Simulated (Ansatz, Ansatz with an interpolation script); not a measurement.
# G0W0 band structure of Rb2NaYF6 (Fm-3m)

Aim: the G0W0 bands of Rb2NaYF6 (Fm-3m) along the symmetry lines, with the gap off the mesh.

Method: LDA, Wannier functions and G0W0, plane waves, PAW, in Ansatz 0.2.0.

Most raw output is cut from this account.

### Step 1. Set-up

It takes space group Fm-3m (No. 225, cubic). Conventional cell: a = 8.895 Å, b = 8.895 Å, c = 8.895 Å, α = 90.00°, β = 90.00°, γ = 90.00°. Nearest to Rb lie 12 F at 3.15 Å. Nearest to Na lie 6 F at 2.28 Å. Y has 6 F at 2.17 Å nearest. Nearest to F lie 1 Y at 2.17 Å and 1 Na at 2.28 Å and 4 Rb at 3.15 Å. Farther neighbours and most contacts between anions are not listed.

The cell and positions come from the Crystallography Open Database and are kept as given unless a step says otherwise.

### Step 2. LDA bands

The cheap functional maps the bands first; the places of the edges decide which points the dearer methods must see.

This step: DFT, LDA, plane waves, PAW; PAW set soft_1.

The input, input.yaml:

```yaml
crystal:
  lattice:
    - [0.0, 4.4475, 4.4475]
    - [4.4475, 0.0, 4.4475]
    - [4.4475, 4.4475, 0.0]
  atoms:
    - { symbol: Rb, position: [0.25, 0.25, 0.25] }
    - { symbol: Rb, position: [0.75, 0.75, 0.75] }
    - { symbol: Na, position: [0.5, 0.5, 0.5] }
    - { symbol: "Y", position: [0.0, 0.0, 0.0] }
    - { symbol: F, position: [0.756, 0.244, 0.244] }
    - { symbol: F, position: [0.244, 0.756, 0.244] }
    - { symbol: F, position: [0.244, 0.756, 0.756] }
    - { symbol: F, position: [0.756, 0.244, 0.756] }
    - { symbol: F, position: [0.244, 0.244, 0.756] }
    - { symbol: F, position: [0.756, 0.756, 0.244] }
kpoints:
  mp_grid: { grid: [4, 4, 4] }
  band_path:
    path:
      - [[0.0, 0.0, 0.0], [0.5, 0.0, 0.5], [0.625, 0.25, 0.625]]
      - [[0.375, 0.375, 0.75], [0.0, 0.0, 0.0], [0.5, 0.5, 0.5], [0.5, 0.25, 0.75], [0.5, 0.0, 0.5]]
    npoints: 10
hamiltonian:
  xc: lda
  pseudopotentials: { kind: paw, azcp: { folder: soft_1 }, xc_functional: pbe }
scf:
  occupations: { method: fermi_dirac, width: 0.02 }
  n_extra_bands: 93
output:
  eigenvalues: true
  forces: true
  stress: true
  fatbands: true
  write_density: true
  write_potential: true
  elf: true
  volumetric_format: npy
```

Run with:

```bash
$ ansatz run input.yaml --threads 2 --pin off --max-ram 92160MiB --backend cuda --events-out ev --progress --plain --runs-dir out --devices 1 --max-vram 13GiB
```

Run time: 18 s. Hardware: 1 × NVIDIA H100 80GB HBM3 (shared by 6 runs) with 2 threads of AMD EPYC 7R13 (Zen 3), shared host; peak memory 1 GiB.

This step gave:

- pressure: -4.342 GPa
- filled bands: 40
- gap: 6.292 eV
- valence top at: Γ
- conduction bottom at: Γ
- least direct gap: 6.292 eV

The gap is direct, at Γ. The pressure of -4 GPa says that this functional would shrink the cell; it is kept.

Valence density in the ac plane of the conventional cell at fractional y = 0.000, with atoms of Na and Y and F within 0.2 Å of it. It is the smooth field of the valence electrons, not physical close to the nuclei.

Ten steps, logarithmic in the rise over the least value, from '0' (0 e/Å³) to '9' (19 e/Å³), each cell a mean:
```
6542478631269841257853356
5421245310035410124431135
3210111100001100011110013
3210000000012210000000023
7520000000246531000000146
8631000001368841000000258
7520000001368741000000147
4310000000245531000000024
1100000000122210000000001
2100123211134321123210001
7410256532356542246631026
9721378742466653368852159
9621368742466653368742148
5200135421245531135421014
1000011110123210011100001
2100000000123320000000012
6420000000257631000000135
8630000001379851000000158
8630000000267741000000147
5420000000134420000000135
2210000000011100000000012
4311123210012100012321124
6532356520157620136642245
6642488731279951258863356
```
Columns run along a (8.9 Å), rows up along c (8.9 Å), edges of the conventional cell, whose origin can differ from the input's. Atoms in or near the plane, at fractional coordinates: Na at (0.50, 0.00), Na at (0.00, 0.50), Y at (0.00, 0.00), Y at (0.50, 0.50), F at (0.24, 0.00), F at (0.74, 0.50), F at (0.76, 0.00), F at (0.26, 0.50), F at (0.00, 0.24), F at (0.50, 0.74), F at (0.50, 0.26), F at (0.00, 0.76).

ELF in the ac plane of the conventional cell at fractional y = 0.000, with atoms of Na and Y and F within 0.2 Å of it. It is the smooth field of the valence electrons, not physical close to the nuclei.

Values, 13 rows by 16 columns, each cell a mean:
```
0.77 0.56 0.36 0.74 0.76 0.53 0.12 0.45 0.48 0.21 0.34 0.75 0.74 0.53 0.38 0.78
0.38 0.17 0.10 0.35 0.38 0.13 0.06 0.19 0.22 0.10 0.08 0.33 0.40 0.16 0.11 0.34
0.71 0.62 0.16 0.02 0.01 0.05 0.46 0.75 0.75 0.60 0.14 0.01 0.02 0.07 0.49 0.73
0.74 0.67 0.17 0.01 0.01 0.09 0.56 0.74 0.70 0.68 0.19 0.01 0.01 0.08 0.54 0.75
0.37 0.21 0.05 0.18 0.24 0.10 0.17 0.39 0.42 0.24 0.07 0.20 0.22 0.07 0.14 0.34
0.40 0.15 0.27 0.72 0.74 0.46 0.28 0.72 0.74 0.45 0.29 0.72 0.74 0.45 0.07 0.36
0.44 0.30 0.40 0.76 0.67 0.59 0.47 0.75 0.67 0.66 0.42 0.71 0.71 0.61 0.17 0.49
0.28 0.08 0.21 0.62 0.68 0.37 0.20 0.57 0.62 0.32 0.23 0.64 0.67 0.35 0.05 0.24
0.55 0.35 0.06 0.09 0.12 0.06 0.26 0.52 0.54 0.37 0.08 0.10 0.11 0.04 0.23 0.52
0.70 0.70 0.20 0.01 0.01 0.10 0.59 0.74 0.68 0.70 0.21 0.01 0.01 0.09 0.58 0.75
0.67 0.51 0.11 0.04 0.04 0.04 0.36 0.67 0.70 0.49 0.09 0.03 0.05 0.06 0.39 0.66
0.46 0.21 0.15 0.50 0.53 0.24 0.04 0.16 0.19 0.06 0.12 0.48 0.55 0.26 0.13 0.41
0.71 0.63 0.40 0.73 0.73 0.58 0.15 0.50 0.46 0.27 0.38 0.77 0.70 0.57 0.44 0.78
```
Columns run along a (8.9 Å), rows up along c (8.9 Å), edges of the conventional cell, whose origin can differ from the input's. Atoms in or near the plane, at fractional coordinates: Na at (0.50, 0.00), Na at (0.00, 0.50), Y at (0.00, 0.00), Y at (0.50, 0.50), F at (0.24, 0.00), F at (0.74, 0.50), F at (0.76, 0.00), F at (0.26, 0.50), F at (0.00, 0.24), F at (0.50, 0.74), F at (0.50, 0.26), F at (0.00, 0.76).

### Step 3. Wannier functions (F:2p Rb:5s Rb:4p Y:4d) on 8×8×8

Localised functions give a small Hamiltonian that interpolates between mesh points at no cost.

This step: maximally localised Wannier functions, LDA, plane waves, PAW; PAW set soft_1.

input.yaml, the sections that differ from step 2:

```yaml
kpoints:
  mp_grid: { grid: [4, 4, 4] }
scf:
  occupations: { method: fixed }
  n_extra_bands: 93
output:
  wannier:
    kmesh: [8, 8, 8]
    projections:
      - { species: F, l: p, shell: 2 }
      - { species: Rb, l: s, shell: 5 }
      - { species: Rb, l: p, shell: 4 }
      - { species: "Y", l: d, shell: 4 }
    minimise: true
    write_hr: true
    seedname: w
    conv_tol: 1.0e-06
    max_iter: 20000
    stability_check: false
    disentanglement:
      window: [-5.76, 14.79]
      frozen_window: [-5.76, 10.15]
      conv_tol: 1.0e-08
# crystal, hamiltonian: as in step 2
```

Elapsed: 37 s, on 1 × NVIDIA H100 80GB HBM3 (shared by 6 runs) with 2 threads; peak memory 2.2 GiB.

Numbers from this step:

```
gauge-invariant spread     : 45.33 Å²
diagonal spread            : 0.07240 Å²
off-diagonal spread        : 2.968 Å²
total spread               : 48.37 Å²
least projectability       : 0.6600
localisation steps         : 64
disentanglement steps      : 237
r.m.s. interpolation error : 9.79e-4 eV
r.m.s. error near the gap  : 0.001104 eV
```

Near the gap the model misses directly solved bands by 1.1 meV r.m.s. and by 25 meV at most in the window tested. This tests the starting bands, not the corrections carried with them.

Wannier functions, by row:

```tsv
function	x (Å)	y (Å)	z (Å)	spread (Å²)	nearest atom	distance (Å)
1	2.164	4.447	4.448	0.615	F5	0.006
2	2.19	4.447	4.447	0.685	F5	0.019
3	2.164	4.447	4.447	0.615	F5	0.006
4	4.448	2.164	4.448	0.615	F6	0.006
5	4.447	2.164	4.448	0.615	F6	0.006
6	4.447	2.19	4.448	0.685	F6	0.019
7	6.731	4.448	4.448	0.615	F7	0.006
8	6.705	4.448	4.447	0.685	F7	0.019
9	6.731	4.448	4.447	0.615	F7	0.006
10	4.448	6.731	4.448	0.615	F8	0.006
11	4.447	6.731	4.447	0.615	F8	0.006
12	4.448	6.705	4.448	0.685	F8	0.019
13	4.447	4.448	2.19	0.685	F9	0.019
14	4.447	4.448	2.164	0.615	F9	0.006
15	4.447	4.448	2.164	0.615	F9	0.006
16	4.447	4.448	6.705	0.685	F10	0.019
17	4.447	4.447	6.731	0.615	F10	0.006
18	4.448	4.448	6.731	0.615	F10	0.006
19	2.224	2.224	2.224	9.197	Rb1	0
20	6.671	6.671	6.671	9.197	Rb2	0
21	2.224	2.224	2.224	0.978	Rb1	0
22	2.224	2.224	2.224	0.978	Rb1	0
23	2.224	2.224	2.224	0.978	Rb1	0
24	6.671	6.671	6.671	0.978	Rb2	0
25	6.671	6.671	6.671	0.978	Rb2	0
26	6.671	6.671	6.671	0.978	Rb2	0
27	0	0	0	2.273	Y4	0
28	0	0	0	2.693	Y4	0
29	0	0	0	2.693	Y4	0
30	0	0	0	2.273	Y4	0
31	0	0	0	2.693	Y4	0
```

Frozen up to 8.89 eV; above it the model need not follow the bands. Electronic bands along the path, in eV, zero at the valence-band top:

```tsv
point	band 37	band 38	band 39	band 40	band 41	band 42	band 43	band 44
Γ	-0.16	0.00	0.00	0.00	6.29	8.26	8.26	8.26
halfway	-0.26	-0.13	-0.13	-0.01	7.13	8.32	8.34	8.34
X	-0.42	-0.24	-0.24	-0.01	8.36	8.41	8.45	8.45
halfway	-0.35	-0.29	-0.25	-0.03	8.36	8.41	8.45	8.55
U	-0.30	-0.27	-0.25	-0.07	8.35	8.42	8.44	8.79
jump to K	-0.30	-0.27	-0.25	-0.07	8.35	8.42	8.44	8.79
halfway	-0.22	-0.16	-0.09	-0.07	7.23	8.32	8.34	8.34
Γ	-0.16	0.00	0.00	0.00	6.29	8.26	8.26	8.26
halfway	-0.21	-0.08	-0.08	-0.06	6.94	8.30	8.30	8.31
L	-0.24	-0.22	-0.22	-0.16	8.26	8.35	8.35	8.44
halfway	-0.31	-0.24	-0.16	-0.15	8.32	8.36	8.41	8.63
W	-0.36	-0.36	-0.14	-0.14	8.38	8.38	8.45	9.22
halfway	-0.30	-0.28	-0.27	-0.04	8.37	8.40	8.45	8.64
X	-0.42	-0.24	-0.24	-0.01	8.36	8.41	8.45	8.45
```

The same for Kohn-Sham, solved directly:

```tsv
point	band 37	band 38	band 39	band 40	band 41	band 42	band 43	band 44
Γ	-0.16	0.00	0.00	0.00	6.29	8.26	8.26	8.26
X	-0.42	-0.24	-0.24	-0.01	8.36	8.41	8.46	8.46
U	-0.30	-0.27	-0.25	-0.07	8.35	8.42	8.44	8.79
K	-0.30	-0.27	-0.25	-0.07	8.35	8.42	8.44	8.79
Γ	-0.16	0.00	0.00	0.00	6.29	8.26	8.26	8.26
L	-0.24	-0.22	-0.22	-0.16	8.26	8.35	8.35	8.44
W	-0.36	-0.36	-0.14	-0.14	8.38	8.38	8.45	9.17
X	-0.42	-0.24	-0.24	-0.01	8.36	8.41	8.46	8.46
```

### Step 4. G0W0 at every point of the mesh: 4×4×4 mesh, 733 empty bands, screening to 150 eV, PAW set soft_1 files

G0W0 replaces the xc potential by the self-energy, built once from these orbitals. Only a window of levels is corrected, while the sums run over the empty bands that the input names.

This step: G0W0 on LDA, plane waves, PAW; PAW set soft_1.

input.yaml, the sections that differ from step 3:

```yaml
scf:
  occupations: { method: fixed }
gw:
  n_empty_bands: 733
  ecut_chi: 150.0
  qp_bands: [v24, c6]
  screening: { model: contour_deformation }
# crystal, kpoints, hamiltonian: as in step 3
# output: removed
```

Elapsed: 2 min, on 1 × NVIDIA H100 80GB HBM3 (shared by 6 runs) with 2 threads; peak memory 2.1 GiB.

This step gave:

- bands summed: 773
- RPA ε∞ on this mesh (eigenvalues): 2.083, 2.083, 2.083
- plane waves in the screening matrix: 725
- q-points in the mesh: 64
- G0W0 gap on the mesh: 9.995 eV
- k of the valence top: 0, 0, 0
- k of the conduction bottom: 0, 0, 0
- starting gap on the mesh: 6.292 eV
- Z at the valence top: 0.7781
- Z at the conduction bottom: 0.8855
- least direct G0W0 gap on the computed points: 9.995 eV

The gap on the mesh goes from 6.29 eV to 10.00 eV, a correction of +3.70 eV. Between the two edge states, bare exchange in place of the xc potential would open the gap by 12.50 eV, and correlation takes back 8.79 eV.

### Step 5. Interpolating the corrections

A script adds the corrections, carried to the Wannier functions and back, to the LDA levels, along the path and on a 9×9×9 mesh.

```
G0W0 gap over the zone     : 9.995 eV
valence top at             : Γ
conduction bottom at       : Γ
starting gap over the zone : 6.292 eV
least direct G0W0 gap      : 9.995 eV
G0W0 gap on the mesh       : 9.995 eV
valence width, start       : 6.868 eV
valence width, G0W0        : 7.729 eV
gap by a rigid shift       : 9.995 eV
```

Levels solved directly plus the interpolated quasiparticle correction. Limits: finite bands, cutoff and mesh; no spin-orbit coupling. The quasiparticle bands at the labelled points (eV, zero at the valence-band top of each set):

```tsv
point	band 37	band 38	band 39	band 40	band 41	band 42	band 43
Γ	-0.17	0.00	0.00	0.00	10.00	12.67	12.67
halfway	-0.28	-0.14	-0.14	-0.01	10.90	12.75	12.77
X	-0.49	-0.27	-0.27	-0.01	12.29	12.81	12.93
halfway	-0.40	-0.31	-0.27	-0.03	12.42	12.82	12.93
U	-0.33	-0.31	-0.28	-0.08	12.63	12.78	12.93
jump to K	-0.33	-0.31	-0.28	-0.08	12.63	12.78	12.93
halfway	-0.24	-0.17	-0.10	-0.09	10.99	12.73	12.76
Γ	-0.17	0.00	0.00	0.00	10.00	12.67	12.67
halfway	-0.22	-0.10	-0.10	-0.07	10.70	12.73	12.73
L	-0.26	-0.24	-0.24	-0.18	12.23	12.36	12.78
halfway	-0.34	-0.27	-0.18	-0.17	12.57	12.58	12.85
W	-0.40	-0.40	-0.16	-0.16	12.82	12.82	12.93
halfway	-0.33	-0.32	-0.30	-0.05	12.54	12.83	12.93
X	-0.49	-0.27	-0.27	-0.01	12.29	12.81	12.93
```

The same for LDA:

```tsv
point	band 37	band 38	band 39	band 40	band 41	band 42	band 43
Γ	-0.16	0.00	0.00	0.00	6.29	8.26	8.26
X	-0.42	-0.24	-0.24	-0.01	8.36	8.41	8.46
U	-0.30	-0.27	-0.25	-0.07	8.35	8.42	8.44
K	-0.30	-0.27	-0.25	-0.07	8.35	8.42	8.44
Γ	-0.16	0.00	0.00	0.00	6.29	8.26	8.26
L	-0.24	-0.22	-0.22	-0.16	8.26	8.35	8.35
W	-0.36	-0.36	-0.14	-0.14	8.38	8.38	8.45
X	-0.42	-0.24	-0.24	-0.01	8.36	8.41	8.46
```

Minima of the lowest conduction band, from levels solved directly at the displaced points, plus the interpolated correction; masses are left empty at degenerate points, on flat bands and where the interpolated correction rules the curvature; G0W0 masses are rough. Conduction valleys, by row:

```tsv
point	k (reciprocal lattice)	valleys in the zone	G0W0 level above the valence top (eV)	LDA level above the valence top (eV)	G0W0 principal masses (m_e)	LDA principal masses (m_e)
Γ	0.000 0.000 0.000	1	9.995	6.292	0.433 0.433 0.433	0.498 0.498 0.498
```

Second differences of levels solved directly at the displaced points, plus the interpolated correction, at the quasiparticle band edges; no spin-orbit coupling; left empty where the band is flat or the interpolated correction rules the curvature. Effective masses, by row:

```tsv
carrier	point	Cartesian direction	band	LDA mass (m_e)	G0W0 mass (m_e)
hole	Γ	100	39	2.913	2.62
hole	Γ	100	38	2.913	2.62
hole	Γ	010	39	2.913	2.62
hole	Γ	010	38	2.913	2.62
hole	Γ	001	39	2.913	2.62
hole	Γ	001	38	2.913	2.62
hole	Γ	110	40	7.39	6.307
hole	Γ	110	39	4.482	3.885
hole	Γ	110	38	2.914	2.621
hole	Γ	111	40	5.718	5.013
hole	Γ	111	39	3.809	3.353
hole	Γ	111	38	3.809	3.353
electron	Γ	100	41	0.498	0.433
electron	Γ	010	41	0.498	0.433
electron	Γ	001	41	0.498	0.433
electron	Γ	110	41	0.498	0.433
electron	Γ	111	41	0.498	0.433
```

Corrections by starting level (eV, on the run's own energy scale, so only their differences matter):

```tsv
start	correction
-6.87	−2.92
-6.74	−2.93
-6.67	−2.93
-1.97	−2.19
-1.48	−2.14
-1.18	−2.17
-0.98	−2.14
-0.75	−2.15
-0.57	−2.13
-0.46	−2.09
-0.34	−2.09
-0.19	−2.08
-0.01	−2.06
6.29	+1.64
8.32	+2.38
8.46	+2.42
9.53	+1.87
```

### Step 6. LDA+SOC bands, for comparison

Spin-orbit coupling can split or shift the edges; a non-collinear run measures by how much.

This step: DFT, LDA with spin-orbit coupling, plane waves, PAW; PAW set soft_1.

Changes to input.yaml since step 4:

```diff
@@ -18,11 +18,19 @@
   mp_grid: { grid: [4, 4, 4] }
+  band_path:
+    path:
+      - [[0.0, 0.0, 0.0], [0.5, 0.0, 0.5], [0.625, 0.25, 0.625]]
+      - [[0.375, 0.375, 0.75], [0.0, 0.0, 0.0], [0.5, 0.5, 0.5], [0.5, 0.25, 0.75], [0.5, 0.0, 0.5]]
+    npoints: 10
 hamiltonian:
   xc: lda
-  pseudopotentials: { kind: paw, azcp: { folder: soft_1 }, xc_functional: pbe }
+  pseudopotentials: { kind: paw_fr, azcp: { folder: soft_1 }, xc_functional: pbe }
 scf:
-  occupations: { method: fixed }
-gw:
-  n_empty_bands: 733
-  ecut_chi: 150.0
-  qp_bands: [v24, c6]
-  screening: { model: contour_deformation }
+  occupations: { method: fermi_dirac, width: 0.02 }
+  n_extra_bands: 14
+magnetization:
+  noncollinear: true
+  spin_orbit: true
+output:
+  eigenvalues: true
+  forces: true
+  stress: true
```

It took 21 s on 1 × NVIDIA H100 80GB HBM3 (shared by 6 runs) with 2 threads; peak memory 1.7 GiB.

Numbers from this step:

```
pressure             : -4.344 GPa
filled bands         : 80
gap                  : 6.282 eV
valence top at       : Γ
conduction bottom at : Γ
least direct gap     : 6.282 eV
```

The gap stands −0.01 eV against LDA.

The electronic bands at the labelled points (eV, zero at the top of the highest nominally filled band):

```tsv
point	band 77	band 78	band 79	band 80	band 81	band 82	band 83	band 84
Γ	0.00	0.00	0.00	0.00	6.28	6.28	8.23	8.23
halfway	-0.12	-0.12	-0.02	-0.02	7.12	7.12	8.29	8.29
X	-0.22	-0.22	-0.02	-0.02	8.34	8.34	8.40	8.40
halfway	-0.24	-0.24	-0.04	-0.04	8.34	8.34	8.40	8.40
U	-0.26	-0.26	-0.08	-0.08	8.33	8.33	8.40	8.40
jump to K	-0.26	-0.26	-0.08	-0.08	8.33	8.33	8.40	8.40
halfway	-0.10	-0.10	-0.08	-0.08	7.22	7.22	8.30	8.30
Γ	0.00	0.00	0.00	0.00	6.28	6.28	8.23	8.23
halfway	-0.08	-0.08	-0.06	-0.06	6.93	6.93	8.28	8.28
L	-0.21	-0.21	-0.16	-0.16	8.25	8.25	8.32	8.32
halfway	-0.17	-0.17	-0.16	-0.16	8.31	8.31	8.35	8.35
W	-0.15	-0.15	-0.14	-0.14	8.36	8.36	8.38	8.38
halfway	-0.27	-0.27	-0.05	-0.05	8.35	8.35	8.39	8.39
X	-0.22	-0.22	-0.02	-0.02	8.34	8.34	8.40	8.40
```

### Step 7. Results

* LDA gap: 6.29 eV
* G0W0 gap over the zone: 9.99 eV, direct
* least direct G0W0 gap, in the model: 10.00 eV
* with the spin-orbit change: 9.99 eV
* GW settings: 4×4×4 mesh, 733 empty bands, screening to 150 eV, PAW set soft_1 files
* known limits: not at the basis limit; no spin-orbit coupling

What this shows: The Wannier model follows the LDA bands to 1 meV r.m.s. near the gap. The G0W0 gap over the zone is 9.99 eV, direct, from Γ to Γ; on the mesh alone it is 10.00 eV, nearly the same. The valence width in the model goes from 6.87 eV to 7.73 eV. At the band edge the lightest electron mass is 0.50 m_e at the start and 0.43 m_e in G0W0; the G0W0 masses rest on corrections from the 4×4×4 mesh alone and are rough. LDA+SOC gives a gap of 6.28 eV on the same path, a spin-orbit change of −0.01 eV that would bring the G0W0 gap to 9.99 eV. Bands and cutoff are finite, so the gap is not at the basis limit. The miss can reach some tenths of an eV and take either sign; the mesh is an error of its own. Above the frozen window of the model the interpolated levels need not meet the computed ones, even at points of the mesh.

[Paths, hosts, dates, memory and timing lines, banners, echoed tables and standing remarks are left out of the program output.]

[Logs are printed without paths, hosts, clocks, repeated set-up lines and the standing remarks that a program may print on its own settings, such as how far it seeks lower states.]

[Runs of the session that timed out or met a known fault of the program may be left out.]

[Hosts, paths, dates, database ids (printed as entryN), source tags and the programs' standing remarks are cut or masked in the printed files.]
